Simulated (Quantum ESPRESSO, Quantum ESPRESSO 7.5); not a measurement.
# Al(100), stepped through the number of layers

Aim: how the results for Al(100) change with the number of layers.

Method: plane-wave DFT, PBE, GBRV ultrasoft pseudopotentials, in Quantum ESPRESSO 7.5.

Experimental background.

For Al (clean (100) face), “Properties of real metallic surfaces: Effects of density functional semilocality and van der Waals nonlocality” (2017, arxiv:1702.08515) quotes earlier work: work function (clean (100) face) 4.32 eV.

Report form: the programs' logs are mostly left out.

## Step 1: The starting structure

It takes space group Fm-3m (No. 225, cubic). The conventional cell has a = 4.050 Å, b = 4.050 Å, c = 4.050 Å, α = 90.00°, β = 90.00°, γ = 90.00°. Nearest to Al lie 12 Al at 2.86 Å.

Set-up: Symmetric 1×1 slabs with 16 Å of vacuum in the starting cell; the two outer layers of each face relax in a periodic cell and the inner ones are held; a run under open boundaries (ESM, bc1) then gives the work function. Cold smearing of 0.02 Ry, one mesh for all thicknesses. The slabs take the lattice constants of the bulk relaxed by the same program.

Members 6, 7, 8 and 10 took the same steps and show in the table alone.

## Step 2: Variable-cell relaxation of the reference

The bulk crystal is relaxed in cell and atoms; the members are built on its lattice constants.

ref.vc.in

```
&control
  prefix = 'ref.vc'
  outdir = './out'
  pseudo_dir = './pseudo'
  nstep = 40
  forc_conv_thr = 0.0003
  calculation = 'vc-relax'
/
&system
  ibrav = 0
  nat = 1
  ntyp = 1
  ecutwfc = 50
  ecutrho = 250
  occupations = 'smearing'
  smearing = 'mv'
  degauss = 0.02
/
&electrons
  conv_thr = 1e-09
  mixing_beta = 0.4
  electron_maxstep = 120
/
&ions
/
&cell
  press_conv_thr = 0.3
/
ATOMIC_SPECIES
  Al  26.9815  al_pbe_v1.uspp.F.UPF
CELL_PARAMETERS angstrom
  0.00000000000000 2.02500000000000 2.02500000000000
  2.02500000000000 0.00000000000000 2.02500000000000
  2.02500000000000 2.02500000000000 0.00000000000000
ATOMIC_POSITIONS crystal
  Al  0.000000000000 0.000000000000 0.000000000000
K_POINTS automatic
  17 17 17 0 0 0
```

Launch:

```sh
OMP_NUM_THREADS=1 mpirun -n 4 pw.x -nk 4 -in ref.vc.in > ref.vc.out
```

It took 6.8 s on 4 MPI ranks of Arm Neoverse V1, shared host; peak memory 0.19 GiB; 27 s of CPU time.

The steps of the relaxation:

```
step  energy less that of the first step (eV)  largest force (eV/Å)  volume (Å³)
   1                                   0.0000                0.0000        16.61
   2                                  -0.0002                0.0000        16.56
   3                                  -0.0002                0.0000        16.48
   4                                  -0.0002                0.0000        16.48
```

```
conventional cell, symmetrised  before  after  change
                         a (Å)   4.050  4.040  -0.3 %
                         b (Å)   4.050  4.040  -0.3 %
                         c (Å)   4.050  4.040  -0.3 %
              volume (Å³/atom)   16.61  16.48  -0.8 %
```

Final coordinates:

```
Al
1.0
     0.00000    2.01977    2.01977
     2.01977    0.00000    2.01977
     2.01977    2.01977    0.00000
Al
1
Direct
  0.00000 0.00000 0.00000
```

 The last row is no step: it is a fresh SCF in the final cell with a new plane-wave basis, +0 meV from the row before.

Numbers from this step:

- free energy: -91.2658 eV
- Fermi energy: 7.908 eV

## Step 3: Self-consistent run of the reference

A bulk run at that cell gives the reference energy and levels.

ref.bulk.in

```
&control
  prefix = 'ref.bulk'
  outdir = './out'
  pseudo_dir = './pseudo'
  calculation = 'scf'
  tprnfor = .true.
/
&system
  ibrav = 0
  nat = 1
  ntyp = 1
  ecutwfc = 40
  ecutrho = 200
  occupations = 'smearing'
  smearing = 'mv'
  degauss = 0.02
/
&electrons
  conv_thr = 1e-09
  mixing_beta = 0.4
  electron_maxstep = 120
/
ATOMIC_SPECIES
  Al  26.9815  al_pbe_v1.uspp.F.UPF
CELL_PARAMETERS angstrom
  0.00000000000000 2.01977479900000 2.01977479900000
  2.01977479900000 0.00000000000000 2.01977479900000
  2.01977479900000 2.01977479900000 0.00000000000000
ATOMIC_POSITIONS crystal
  Al  0.000000000000 0.000000000000 0.000000000000
K_POINTS automatic
  17 17 17 0 0 0
```

Launch:

```sh
OMP_NUM_THREADS=1 mpirun -n 4 pw.x -nk 4 -in ref.bulk.in > ref.bulk.out
```

The job ended after 2.4 s (4 MPI ranks; peak memory 0.18 GiB; 9.4 s of CPU time).

Numbers from this step:

| Property | Result |
| --- | --- |
| free energy | -91.2657 eV |

## Step 4: Relaxation with pw.x, 4 layers

What the set-up leaves free in this member is relaxed.

System of this step: Al(100), 4 layers. The cell holds 4 atoms: 4 Al. Its edges and angles: a = 2.856 Å, b = 2.856 Å, c = 22.018 Å, α = 90.0°, β = 90.0°, γ = 90.0°. It derives from Al. Vacuum lies along c.

m0.relax.in

```
&control
  prefix = 'm0.relax'
  outdir = './out'
  pseudo_dir = './pseudo'
  nstep = 40
  forc_conv_thr = 0.001
  calculation = 'relax'
/
&system
  ibrav = 0
  nat = 4
  ntyp = 1
  ecutwfc = 40
  ecutrho = 200
  occupations = 'smearing'
  smearing = 'mv'
  degauss = 0.02
/
&electrons
  conv_thr = 1e-08
  mixing_beta = 0.4
  electron_maxstep = 120
  mixing_mode = 'local-TF'
/
&ions
/
ATOMIC_SPECIES
  Al  26.9815  al_pbe_v1.uspp.F.UPF
CELL_PARAMETERS angstrom
  2.85639291368519 0.00000000000000 0.00000000000000
  0.00000000000000 2.85639291368519 0.00000000000000
  0.00000000000000 0.00000000000000 22.01803885823456
ATOMIC_POSITIONS crystal
  Al  0.500000000000 0.500000000000 0.362400906002
  Al  0.000000000000 0.000000000000 0.454133635334
  Al  0.500000000000 0.500000000000 0.545866364666
  Al  0.000000000000 0.000000000000 0.637599093998
K_POINTS automatic
  12 12 1 0 0 0
```

Launch:

```sh
OMP_NUM_THREADS=1 mpirun -n 4 pw.x -nk 4 -in m0.relax.in > m0.relax.out
```

Run time: 36 s. Hardware: 4 MPI ranks; peak memory 0.38 GiB.

Relaxation path:

```
step  energy less that of the first step (eV)  largest force (eV/Å)
   1                                   0.0000                0.0755
   2                                  -0.0004                0.0588
   3                                  -0.0007                0.0418
   4                                  -0.0010                0.0257
```

This step gave:

- free energy: -364.1040 eV
- Fermi energy: 0.2589 eV

## Step 5: SCF with pw.x, 4 layers

A run under open boundaries on these atoms gives the vacuum levels.

m0.esm.in

```
&control
  prefix = 'm0.esm'
  outdir = './out'
  pseudo_dir = './pseudo'
  calculation = 'scf'
  tprnfor = .true.
/
&system
  ibrav = 0
  nat = 4
  ntyp = 1
  ecutwfc = 40
  ecutrho = 200
  occupations = 'smearing'
  smearing = 'mv'
  degauss = 0.02
  assume_isolated = 'esm'
  esm_bc = 'bc1'
/
&electrons
  conv_thr = 1e-08
  mixing_beta = 0.25
  electron_maxstep = 160
  mixing_mode = 'local-TF'
  mixing_ndim = 12
/
ATOMIC_SPECIES
  Al  26.9815  al_pbe_v1.uspp.F.UPF
CELL_PARAMETERS angstrom
  2.85639291368519 0.00000000000000 0.00000000000000
  0.00000000000000 2.85639291368519 0.00000000000000
  0.00000000000000 0.00000000000000 22.01803885823456
ATOMIC_POSITIONS crystal
  Al  0.500000000000 0.500000000000 -0.137840505300
  Al  0.000000000000 0.000000000000 -0.045601785100
  Al  0.500000000000 0.500000000000 0.045601785100
  Al  0.000000000000 0.000000000000 0.137840505300
K_POINTS automatic
  12 12 1 0 0 0
```

Launch:

```sh
OMP_NUM_THREADS=1 mpirun -n 4 pw.x -nk 4 -in m0.esm.in > m0.esm.out
```

It took 54 s on 4 MPI ranks; peak memory 0.37 GiB; 3.6 min of CPU time.

Read from the output:

| Property | Result |
| --- | --- |
| Fermi energy | -4.281 eV |
| vacuum line at the lower end of the cell, over the Fermi level | 4.281 eV |
| vacuum line at the upper end of the cell, over the Fermi level | 4.281 eV |

The potential energy, planar mean oscillates, so the rows of the table below give means over windows of 1 Å about each position, cut where the curve ends. Its maxima inside the range that stand out by 2 % of the span (Å: eV): -2.1: -2.02, 0.0: -2.10, 2.1: -2.02. Its minima: -3.0: -11.9, -1.0: -12.0, 1.0: -12.0, 3.0: -11.9.

Electrostatic potential energy of an electron; zero at the Fermi level. Potential energy, planar mean against z; means over each step:

```
z (Å)  potential energy, planar mean (eV)
  -11                                4.28
  -10                                4.28
   -9                                4.28
   -8                                4.28
   -7                                4.28
   -6                                4.24
   -5                                3.81
   -4                              -0.551
   -3                               -9.83
   -2                               -3.58
   -1                               -9.98
    0                               -3.76
    1                               -9.98
    2                               -3.58
    3                               -9.83
    4                              -0.551
    5                                3.81
    6                                4.24
    7                                4.28
    8                                4.28
    9                                4.28
   10                                4.28
```

The vacuum levels are read from the outermost 0.7 Å of the cell on either side.

Inside the slab this potential holds the local part of the pseudopotentials, which can be repulsive at the nuclei; only its value in the vacuum has a meaning of its own.

## Step 6: Relaxing the ions, 5 layers

System of this step: Al(100), 5 layers. The cell holds 5 atoms: 5 Al. Its edges and angles: a = 2.856 Å, b = 2.856 Å, c = 24.038 Å, α = 90.0°, β = 90.0°, γ = 90.0°. It derives from Al. Vacuum lies along c.

m1.relax.in

```
&control
  prefix = 'm1.relax'
  outdir = './out'
  pseudo_dir = './pseudo'
  nstep = 40
  forc_conv_thr = 0.001
  calculation = 'relax'
/
&system
  ibrav = 0
  nat = 5
  ntyp = 1
  ecutwfc = 40
  ecutrho = 200
  occupations = 'smearing'
  smearing = 'mv'
  degauss = 0.02
/
&electrons
  conv_thr = 1e-08
  mixing_beta = 0.4
  electron_maxstep = 120
  mixing_mode = 'local-TF'
/
&ions
/
ATOMIC_SPECIES
  Al  26.9815  al_pbe_v1.uspp.F.UPF
CELL_PARAMETERS angstrom
  2.85639291368519 0.00000000000000 0.00000000000000
  0.00000000000000 2.85639291368519 0.00000000000000
  0.00000000000000 0.00000000000000 24.03781365723457
ATOMIC_POSITIONS crystal
  Al  0.000000000000 0.000000000000 0.331950207469
  Al  0.500000000000 0.500000000000 0.415975103734
  Al  0.000000000000 0.000000000000 0.500000000000 0 0 0
  Al  0.500000000000 0.500000000000 0.584024896266
  Al  0.000000000000 0.000000000000 0.668049792531
K_POINTS automatic
  12 12 1 0 0 0
```

Launch:

```sh
OMP_NUM_THREADS=1 mpirun -n 4 pw.x -nk 4 -in m1.relax.in > m1.relax.out
```

It took 2.1 min on 4 MPI ranks; peak memory 0.38 GiB; 8.5 min of CPU time.

Step by step:

```
step  energy less that of the first step (eV)  largest force (eV/Å)
   1                                   0.0000                0.1428
   2                                  -0.0015                0.1308
   3                                  -0.0029                0.1177
   4                                  -0.0046                0.0988
   5                                  -0.0063                0.0717
   6                                  -0.0073                0.0334
   7                                  -0.0075                0.0412
   8                                  -0.0076                0.0453
   9                                  -0.0079                0.0469
  10                                  -0.0083                0.0439
  11                                  -0.0088                0.0316
  12                                  -0.0090                0.0134
```

The atoms that moved most (Å):

```
atom     dx     dy      dz  length
 Al1  0.000  0.000  -0.063   0.063
 Al5  0.000  0.000   0.063   0.063
```

The relaxation lowers the energy by 2 meV an atom. On the free atoms the largest force ends at 0.013 eV/Å.

This step gave:

| Property | Result |
| --- | --- |
| free energy | -455.3516 eV |
| Fermi energy | 0.8671 eV |

## Step 7: SCF with pw.x, 5 layers

m1.esm.in

```
&control
  prefix = 'm1.esm'
  outdir = './out'
  pseudo_dir = './pseudo'
  calculation = 'scf'
  tprnfor = .true.
/
&system
  ibrav = 0
  nat = 5
  ntyp = 1
  ecutwfc = 40
  ecutrho = 200
  occupations = 'smearing'
  smearing = 'mv'
  degauss = 0.02
  assume_isolated = 'esm'
  esm_bc = 'bc1'
/
&electrons
  conv_thr = 1e-08
  mixing_beta = 0.25
  electron_maxstep = 160
  mixing_mode = 'local-TF'
  mixing_ndim = 12
/
ATOMIC_SPECIES
  Al  26.9815  al_pbe_v1.uspp.F.UPF
CELL_PARAMETERS angstrom
  2.85639291368519 0.00000000000000 0.00000000000000
  0.00000000000000 2.85639291368519 0.00000000000000
  0.00000000000000 0.00000000000000 24.03781365723457
ATOMIC_POSITIONS crystal
  Al  0.000000000000 0.000000000000 -0.170660633800
  Al  0.500000000000 0.500000000000 -0.083832736500
  Al  0.000000000000 0.000000000000 0.000000000000
  Al  0.500000000000 0.500000000000 0.083832736500
  Al  0.000000000000 0.000000000000 0.170660633800
K_POINTS automatic
  12 12 1 0 0 0
```

Launch:

```sh
OMP_NUM_THREADS=1 mpirun -n 4 pw.x -nk 4 -in m1.esm.in > m1.esm.out
```

Run time: 58 s. Hardware: 4 MPI ranks; peak memory 0.38 GiB; 3.8 min of CPU time.

Read from the output:

| Item | Value |
| --- | --- |
| Fermi energy | -4.303 eV |
| vacuum line at the lower end of the cell, over the Fermi level | 4.303 eV |
| vacuum line at the upper end of the cell, over the Fermi level | 4.303 eV |

Inside the slab this potential holds the local part of the pseudopotentials, which can be repulsive at the nuclei; only its value in the vacuum has a meaning of its own.

## Step 8: Relaxation with pw.x, 12 layers

System of this step: Al(100), 12 layers. The cell holds 12 atoms: 12 Al. Its edges and angles: a = 2.856 Å, b = 2.856 Å, c = 38.176 Å, α = 90.0°, β = 90.0°, γ = 90.0°. It derives from Al. Vacuum lies along c.

m6.relax.in

```
&control
  prefix = 'm6.relax'
  outdir = './out'
  pseudo_dir = './pseudo'
  nstep = 40
  forc_conv_thr = 0.001
  calculation = 'relax'
/
&system
  ibrav = 0
  nat = 12
  ntyp = 1
  ecutwfc = 40
  ecutrho = 200
  occupations = 'smearing'
  smearing = 'mv'
  degauss = 0.02
/
&electrons
  conv_thr = 1e-08
  mixing_beta = 0.4
  electron_maxstep = 120
  mixing_mode = 'local-TF'
/
&ions
/
ATOMIC_SPECIES
  Al  26.9815  al_pbe_v1.uspp.F.UPF
CELL_PARAMETERS angstrom
  2.85639291368519 0.00000000000000 0.00000000000000
  0.00000000000000 2.85639291368519 0.00000000000000
  0.00000000000000 0.00000000000000 38.17623725023456
ATOMIC_POSITIONS crystal
  Al  0.500000000000 0.500000000000 0.209013716525
  Al  0.000000000000 0.000000000000 0.261920313521
  Al  0.500000000000 0.500000000000 0.314826910516 0 0 0
  Al  0.000000000000 0.000000000000 0.367733507511 0 0 0
  Al  0.500000000000 0.500000000000 0.420640104507 0 0 0
  Al  0.000000000000 0.000000000000 0.473546701502 0 0 0
  Al  0.500000000000 0.500000000000 0.526453298498 0 0 0
  Al  0.000000000000 0.000000000000 0.579359895493 0 0 0
  Al  0.500000000000 0.500000000000 0.632266492489 0 0 0
  Al  0.000000000000 0.000000000000 0.685173089484 0 0 0
  Al  0.500000000000 0.500000000000 0.738079686479
  Al  0.000000000000 0.000000000000 0.790986283475
K_POINTS automatic
  12 12 1 0 0 0
```

Launch:

```sh
OMP_NUM_THREADS=1 mpirun -n 4 pw.x -nk 4 -in m6.relax.in > m6.relax.out
```

The job ended after 3.9 min (4 MPI ranks; peak memory 0.65 GiB; 15 min of CPU time).

The steps of the relaxation:

```
step  energy less that of the first step (eV)  largest force (eV/Å)
   1                                   0.0000                0.1141
   2                                  -0.0008                0.0974
   3                                  -0.0016                0.0789
   4                                  -0.0025                0.0509
   5                                  -0.0032                0.0243
```

The atoms that moved most (Å):

```
atom     dx     dy      dz  length
Al11  0.000  0.000  -0.015   0.015
 Al2  0.000  0.000   0.015   0.015
 Al1  0.000  0.000  -0.013   0.013
Al12  0.000  0.000   0.013   0.013
```

The relaxed structure:

```cif
data_structure
_symmetry_space_group_name_H-M 'P 1'
_symmetry_Int_Tables_number 1
_cell_length_a 2.8564
_cell_length_b 2.8564
_cell_length_c 38.1762
_cell_angle_alpha 90.000
_cell_angle_beta 90.000
_cell_angle_gamma 90.000
_cell_volume 311.48
loop_
_atom_site_label
_atom_site_type_symbol
_atom_site_fract_x
_atom_site_fract_y
_atom_site_fract_z
_atom_site_occupancy
Al1 Al 0.50000 0.50000 0.20869 1
Al2 Al 0.00000 0.00000 0.26230 1
Al3 Al 0.50000 0.50000 0.31483 1
Al4 Al 0.00000 0.00000 0.36773 1
Al5 Al 0.50000 0.50000 0.42064 1
Al6 Al 0.00000 0.00000 0.47355 1
Al7 Al 0.50000 0.50000 0.52645 1
Al8 Al 0.00000 0.00000 0.57936 1
Al9 Al 0.50000 0.50000 0.63227 1
Al10 Al 0.00000 0.00000 0.68517 1
Al11 Al 0.50000 0.50000 0.73770 1
Al12 Al 0.00000 0.00000 0.79131 1
```

 On the free atoms the largest force ends at 0.024 eV/Å.

Numbers from this step:

- free energy: -1094.2096 eV
- Fermi energy: 3.475 eV

## Step 9: Ground state, 12 layers

m6.esm.in

```
&control
  prefix = 'm6.esm'
  outdir = './out'
  pseudo_dir = './pseudo'
  calculation = 'scf'
  tprnfor = .true.
/
&system
  ibrav = 0
  nat = 12
  ntyp = 1
  ecutwfc = 40
  ecutrho = 200
  occupations = 'smearing'
  smearing = 'mv'
  degauss = 0.02
  assume_isolated = 'esm'
  esm_bc = 'bc1'
/
&electrons
  conv_thr = 1e-08
  mixing_beta = 0.25
  electron_maxstep = 160
  mixing_mode = 'local-TF'
  mixing_ndim = 12
/
ATOMIC_SPECIES
  Al  26.9815  al_pbe_v1.uspp.F.UPF
CELL_PARAMETERS angstrom
  2.85639291368519 0.00000000000000 0.00000000000000
  0.00000000000000 2.85639291368519 0.00000000000000
  0.00000000000000 0.00000000000000 38.17623725023456
ATOMIC_POSITIONS crystal
  Al  0.500000000000 0.500000000000 -0.291314776300
  Al  0.000000000000 0.000000000000 -0.237696764800
  Al  0.500000000000 0.500000000000 -0.185173089500
  Al  0.000000000000 0.000000000000 -0.132266492500
  Al  0.500000000000 0.500000000000 -0.079359895500
  Al  0.000000000000 0.000000000000 -0.026453298500
  Al  0.500000000000 0.500000000000 0.026453298500
  Al  0.000000000000 0.000000000000 0.079359895500
  Al  0.500000000000 0.500000000000 0.132266492500
  Al  0.000000000000 0.000000000000 0.185173089500
  Al  0.500000000000 0.500000000000 0.237696764800
  Al  0.000000000000 0.000000000000 0.291314776300
K_POINTS automatic
  12 12 1 0 0 0
```

Launch:

```sh
OMP_NUM_THREADS=1 mpirun -n 4 pw.x -nk 4 -in m6.esm.in > m6.esm.out
```

Run time: 5.9 min. Hardware: 4 MPI ranks; peak memory 0.63 GiB; 23 min of CPU time.

Read from the output:

| Quantity | Value |
| --- | --- |
| Fermi energy | -4.291 eV |
| vacuum line at the lower end of the cell, over the Fermi level | 4.291 eV |
| vacuum line at the upper end of the cell, over the Fermi level | 4.291 eV |

Inside the slab this potential holds the local part of the pseudopotentials, which can be repulsive at the nuclei; only its value in the vacuum has a meaning of its own.

(Part 1 of 2 ends here.)

[Logs are printed without paths, hosts, clocks, repeated set-up lines and the standing remarks that a program may print on its own settings, such as how far it seeks lower states.]

[Hosts, paths, dates, database ids (printed as entryN), source tags and the programs' standing remarks are cut or masked in the printed files.]

[Maps of the electrostatic potential energy from Ansatz leave out the sawtooth potential of an applied field or a dipole correction, so their vacuum need not be flat; planar profiles and work functions include it.]
